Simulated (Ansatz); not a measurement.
# ScAgPd in the AlB2 type: lattice stability ahead of a resistivity run, part 3 of 3

The plan: relax ScAgPd in the AlB2 type, check its phonons, and, if the lattice is stable, compute its Eliashberg function and ρ(T).

Ansatz 0.2.0; DFT LDA, scalar-relativistic, plane waves, PAW; PAW set soft_1.

So far, highest frequency, solved or plainly interpolated (cm⁻¹): step 5 (phonons by linear response: q 2×2×2, k 4×4×6) 300. Also lowest on path (cm⁻¹): step 5 -30.4. The relaxed cell has a = 4.513, c = 2.858 Å (conventional setting).

The structure was built from a prototype and need not be the compound's stable phase.

### Step 6. Lattice stability: q 3×3×2, k 6×6×8

An imaginary mode on so few k-points may come from the sampling, so the phonons are repeated with another q and k mesh.

File input.yaml:

```yaml
crystal:
  lattice:
    - [4.5133931762, -3.2827e-06, 0.0]
    - [-2.2566937452, 3.9087147892, 0.0]
    - [0.0, 0.0, 2.8583499932]
  atoms:
    - { symbol: Sc, position: [0.0, 0.0, 0.0] }
    - { symbol: Ag, position: [0.3333333333, 0.6666666667, 0.5] }
    - { symbol: Pd, position: [0.6666666667, 0.3333333333, 0.5] }
kpoints:
  mp_grid: { grid: [6, 6, 8] }
hamiltonian:
  xc: lda
  pseudopotentials: { kind: paw, azcp: { folder: soft_1 }, xc_functional: pbe }
scf:
  occupations: { method: methfessel_paxton, width: 0.2 }
output:
  eigenvalues: true
phonons:
  method: dfpt
  qmesh: [3, 3, 2]
  temperatures: { t_max: 1000, t_step: 50 }
  qpath:
    path:
      - [[0.0, 0.0, 0.0], [0.5, 0.0, 0.0], [0.33333333, 0.33333333, 0.0], [0.0, 0.0, 0.0], [0.0, 0.0, 0.5], [0.5, 0.0, 0.5], [0.33333333, 0.33333333, 0.5], [0.0, 0.0, 0.5]]
      - [[0.5, 0.0, 0.5], [0.5, 0.0, 0.0]]
      - [[0.33333333, 0.33333333, 0.5], [0.33333333, 0.33333333, 0.0]]
    npoints: 10
```

On the command line:

```bash
$ ansatz run input.yaml --threads 4 --pin off --max-ram 12288MiB --backend cpu --events-out ev --progress --plain --runs-dir out
```

Numbers of over 12 decimals in the logs are rounded to 6 here.

What it wrote:

```text
[...]
Crystal: 3 atoms, lattice volume = 50.426 Å³
Basis set: ecut = 420 eV, 963 PW (Γ), exchange–correlation on 64×64×40 points (8 copies of the dense FFT grid, shifted against one another)
Bands: 29, of which v1, the nominal top of the filled ones, is band 24 counted from 1 (23 counted from 0)
Symmetry: 12 space group operations
k-points: 35 of 288 (time reversal used)
[...]
SCF iter   1: F=—  HF=-16414.020820 eV  |F-HF|=—  |Δ(HF+E_count)|=         —  Δρ=5.93e-1  dr2=3.66e2  ethr=3.10e-3  ⟨swp⟩=4.2  Hψ=3193  notcnv=0
[...]
SCF iter   2: F=—  HF=-16403.488264 eV  |F-HF|=—  |Δ(HF+E_count)|=    1.05e1  S|Δr|=    0.00e0  Δρ=4.57e-1  dr2=2.24e2  ethr=3.10e-3  ⟨swp⟩=4.8  Hψ=6250  notcnv=0
automatic band count: the SCF goes on with 34 bands, as 29 were too few: they end inside the smearing window of the response
SCF iter   3: F=—  HF=-16394.081957 eV  |F-HF|=—  |Δ(HF+E_count)|=    9.41e0  S|Δr|=    0.00e0  Δρ=9.26e-2  dr2=5.32e0  ethr=3.10e-3  ⟨swp⟩=2.8  Hψ=2748  notcnv=0  defer=94
[...]
SCF iter  14: F=-16393.185347 eV  HF=-16393.185347 eV  |F-HF|=3.64e-12  |Δ(HF+E_count)|=  4.00e-11  S|Δr|=    0.00e0  Δρ=7.15e-8  dr2=3.35e-12  ethr=1.00e-12  ⟨swp⟩=10.6  Hψ=5856  notcnv=0
SCF 1 converged in 14 iterations: F = -16393.185347 eV  dr2 = 3.35e-12
[...]
SCF iter   3: F=-16393.185347 eV  HF=-16393.185347 eV  |F-HF|=3.64e-12  |Δ(HF+E_count)|=    0.00e0  S|Δr|=    0.00e0  Δρ=1.06e-7  dr2=4.44e-12  ethr=1.00e-12  ⟨swp⟩=1.0  Hψ=2170  notcnv=0
SCF 2 converged in 3 iterations: F = -16393.185347 eV  dr2 = 4.44e-12
[...]
WARN: eigensolver did not converge (k=30): 1 band(s) unlocked after 20 sweeps at ethr=1.33e-12 eV (storage-precision floor; scheduled 1.00e-12 eV) (lowest unlocked band 33, counted from 0; max residual 3.76e-5 eV among the unlocked bands, 3.76e-5 eV over every band; other slots of this pass that fall short are told together in one closing line; warning suppressed until the next SCF loop or pass starts)
WARN: eigensolver did not converge in 2 slots of this pass, the one above among them; of largest residual over every band (k=34): 1 band(s) unlocked (lowest unlocked band 33, counted from 0; max residual 1.37e-4 eV among the unlocked bands, 1.37e-4 eV over every band); of lowest unlocked band (k=30): band 33
[...]
SCF converged after 14 iterations
[...]
Free energy (F): -16393.185347 eV
[...]
Internal energy: -16393.179039 eV  (E = F + TS)
E sigma→0 (E₀):  -16393.183770 eV
Entropy (-TS):   -0.006308 eV (-2.103 meV/atom)
Fermi energy:    16.283370 eV
[...]
--- Band table (eV; the first three rows and the last of 35) ---
  k-point 0: bands = [... 20 lower, 12.7796, 14.4591, 14.4591, 16.1220, 16.2333, 16.2333, 19.5875, 19.5875, ... 6 higher]
  k-point 1: bands = [... 20 lower, 12.8399, 14.1600, 14.1600, 16.5215, 16.7423, 16.7423, 19.2016, 19.2016, ... 6 higher]
  k-point 2: bands = [... 20 lower, 13.5739, 13.6565, 13.6565, 17.4985, 17.7426, 17.7426, 18.5644, 18.5644, ... 6 higher]
  k-point 34: bands = [... 20 lower, 13.7071, 14.6957, 15.5061, 16.7356, 16.8657, 17.1167, 17.9904, 19.7779, ... 6 higher]
[...]
ASR residual: 1.034e-4 → 0.000e0 eV/Å²; symmetrization residual: 1.511e-5 eV/Å²
  ASR residual per site (eV/Å²): 5.26e-5 1.72e-5 1.03e-4
  Γ frequencies (cm⁻¹): -49.53 0.00 0.00 0.00 133.25 157.82 157.82 209.75 209.75
--- Phonons (arbitrary-q DFPT): 6 irreducible q on the 3×3×2 mesh ---
[...]
interpolated dispersion: 93 rows × 9 modes
[...]
```

It took 3 min on 4 threads of Arm Neoverse V2, shared host; peak memory 1.1 GiB.

This step gave:

```
share of imaginary modes in the plain interpolation between solved wavevectors : 0.029
highest frequency, solved or plainly interpolated                              : 312.7 cm⁻¹
```

Solved on the 3×3×2 mesh alone; all other wavevectors are interpolated. Phonon branches along the path, in cm⁻¹:

```csv
point,branch 1,branch 2,branch 3,branch 4,branch 5,branch 6,branch 7,branch 8,branch 9
Γ,-50,0,0,0,133,158,158,210,210
halfway,-38,19,28,91,139,149,157,202,216
M,-30,34,43,120,128,140,160,188,223
halfway,-23,35,42,110,126,138,158,192,221
K,-12,38,41,103,118,136,159,193,220
halfway,-33,21,30,100,139,144,155,201,217
Γ,-50,0,0,0,133,158,158,210,210
halfway,42,42,66,104,136,136,207,207,228
A,79,79,95,95,105,139,206,206,296
halfway,70,72,100,113,116,148,197,210,291
L,-38,62,116,118,126,153,185,214,299
halfway,-47,53,80,130,139,154,179,216,306
H,-48,28,45,132,154,161,163,218,313
halfway,64,67,99,108,125,150,194,211,293
A,79,79,95,95,105,139,206,206,296
jump to L,-38,62,116,118,126,153,185,214,299
halfway,48,61,82,123,123,147,183,218,235
M,-30,34,43,120,128,140,160,188,223
jump to H,-48,28,45,132,154,161,163,218,313
halfway,35,41,58,107,132,160,176,216,243
K,-12,38,41,103,118,136,159,193,220
```

The phonon branches as a text plot (rows in cm⁻¹):

```
    305 |                             *******            **
    290 |                      *******       ******        *
    275 |                     *                    *
    260 |                                           *       *
    245 |                    *
    230 |     **                                        *    *
    215 |*****  *************     *************  ******* ********
    200 | ****   ******     *********        ****     *         *
    184 |     ***                    ****  **    ***** **    ***
    169 |                  *             **           *  ****
    154 |*******************        ***********  *** ****** *****
    139 |*****************  *  *****    ****   **   *   *  **   *
    124 |    *******         **     *****  ****  *********** ****
    109 |   *   *****        * ******  *     **** **        *****
     94 |            *      * ******         ****   *
     79 |  *          *      *  ****    *   * ***
     64 | *                *  **    ****   * **  *** **
     49 |     *****    *  * **          *****       *************
     34 |   **********   *  *             *        *  *****  ****
     18 |****        **** **                *          *    *   *
      3 |*             ***           *
    -12 |        ***                              *
    -27 |   *****   **    *           *          *      *  *
    -42 |***          ****             *****             **
         Γ    M   K     Γ       A     L   H    A|L     M|H      K
```

The modes has structure finer than the step of the table below, so its rows give means over 10 cm⁻¹, whole bins alone (the curve runs from -59.5 to 331 cm⁻¹). Peaks (cm⁻¹: height): Ag 51.0: 0.0261, 110.0: 0.0173, 149.3: 0.0191, 193.6: 0.0216, 215.7: 0.0394; Pd -22.7: 0.00547, 51.0: 0.0194, 107.6: 0.0192, 129.7: 0.0203, 154.2: 0.0146, 215.7: 0.0339; Sc 144.4: 0.0456, 181.3: 0.0106, 213.2: 0.00891, 291.8: 0.0130.

Phonopy on the run's constants, 15x15x19 mesh, Gaussian sigma 2.8 cm⁻¹. Table of modes by wavenumber; means over each step; values in 1/cm⁻¹/cell:

```csv
wavenumber (cm⁻¹),Ag,Pd,Sc
-50,4.7e-4,3.9e-4,6.7e-4
-40,0.00158,0.00189,0.00197
-30,0.00213,0.00425,0.00204
-20,0.00152,0.00479,9.8e-4
-10,5.8e-4,0.00203,4.4e-4
0,1.8e-4,3.8e-4,1.3e-4
10,0.00164,0.00216,0.00146
20,0.00506,0.00614,0.00263
30,0.0130,0.0136,0.00452
40,0.0230,0.0174,0.00604
50,0.0241,0.0178,0.00724
60,0.0198,0.0158,0.00715
70,0.0129,0.0129,0.00754
80,0.00701,0.00968,0.00592
90,0.00557,0.0103,0.00431
100,0.00980,0.0135,0.00692
110,0.0161,0.0176,0.0145
120,0.00952,0.0156,0.0186
130,0.00805,0.0180,0.0278
140,0.0124,0.0112,0.0355
150,0.0166,0.0135,0.0392
160,0.00289,0.00692,0.0190
170,0.00154,0.00132,0.00207
180,0.00972,0.00796,0.00707
190,0.0193,0.0140,0.00712
200,0.0183,0.0139,0.00471
210,0.0289,0.0243,0.00717
220,0.0257,0.0213,0.00533
230,0.00145,0.00107,0.00343
240,2.9e-4,1.1e-4,0.00555
250,1.2e-4,4.4e-5,0.00337
260,1.4e-4,3.9e-5,0.00594
270,1.1e-4,3.1e-5,0.00584
280,1.1e-4,3.0e-5,0.00733
290,1.4e-4,3.2e-5,0.0118
300,9.2e-5,2.1e-5,0.00686
310,1.9e-5,2.8e-6,0.00173
320,0,0,4.9e-5
```

No LO-TO term; unit eigenvectors of the mass-weighted matrix. The modes at Γ (shares of kinetic energy by element, %) (negative means imaginary):

```csv
mode,frequency (cm⁻¹),symmetry,Sc %,Ag %,Pd %
1,-49.5,A2'',1,44,55
2,0.0,unnamed,17,42,41
3,0.0,unnamed,17,42,41
4,0.0,unnamed,17,42,41
5,133.3,A2'',81,14,4
6,157.8,E',77,1,22
7,157.8,E',77,1,22
8,209.8,E',6,57,37
9,209.8,E',6,57,37
```

Displacements in mode 1 (-49.5 cm⁻¹), the largest set to 1:
```
Sc1  0.00  0.00 -0.23
Ag2  0.00  0.00 -0.89
Pd3  0.00  0.00  1.00
```

Displacements in mode 9 (209.8 cm⁻¹), the largest set to 1:
```
Sc1 -0.49  0.00  0.00
Ag2  1.00  0.00  0.00
Pd3 -0.81  0.00  0.00
```

Among the solved wavevectors the lowest mode, translations apart, is -49.5 cm⁻¹, imaginary.

### Step 7. What came out

```yaml
phonon_run_of_the_rows_without_a_label_of_their_own: LDA, q 3×3×2, k 6×6×8
softest_mode_on_the_q_mesh: -49.5 cm⁻¹ at q = (0, 0, 0)
highest_frequency_solved_or_plainly_interpolated: 313 cm⁻¹
```

**Reading.** The lattice is dynamically unstable at this level: a mode at q = (0, 0, 0) is imaginary, 49.5i cm⁻¹, so no harmonic coupling constant or resistivity is defined for this structure. These meshes are coarse, and single modes of a metal can move by tens of cm⁻¹ with the k mesh. The coarser mesh found an imaginary mode at another wavevector, which this mesh lacks. The phonon runs are not spin-polarised. The PAW files were made for PBE; under other functionals the run regenerates their frozen core. The structure was built by hand as an ordered model, and its stability against other phases was not tested.

[Logs are printed without paths, hosts, clocks, repeated set-up lines and the standing remarks that a program may print on its own settings, such as how far it seeks lower states.]

[Hosts, paths, dates, database ids (printed as entryN), source tags and the programs' standing remarks are cut or masked in the printed files.]
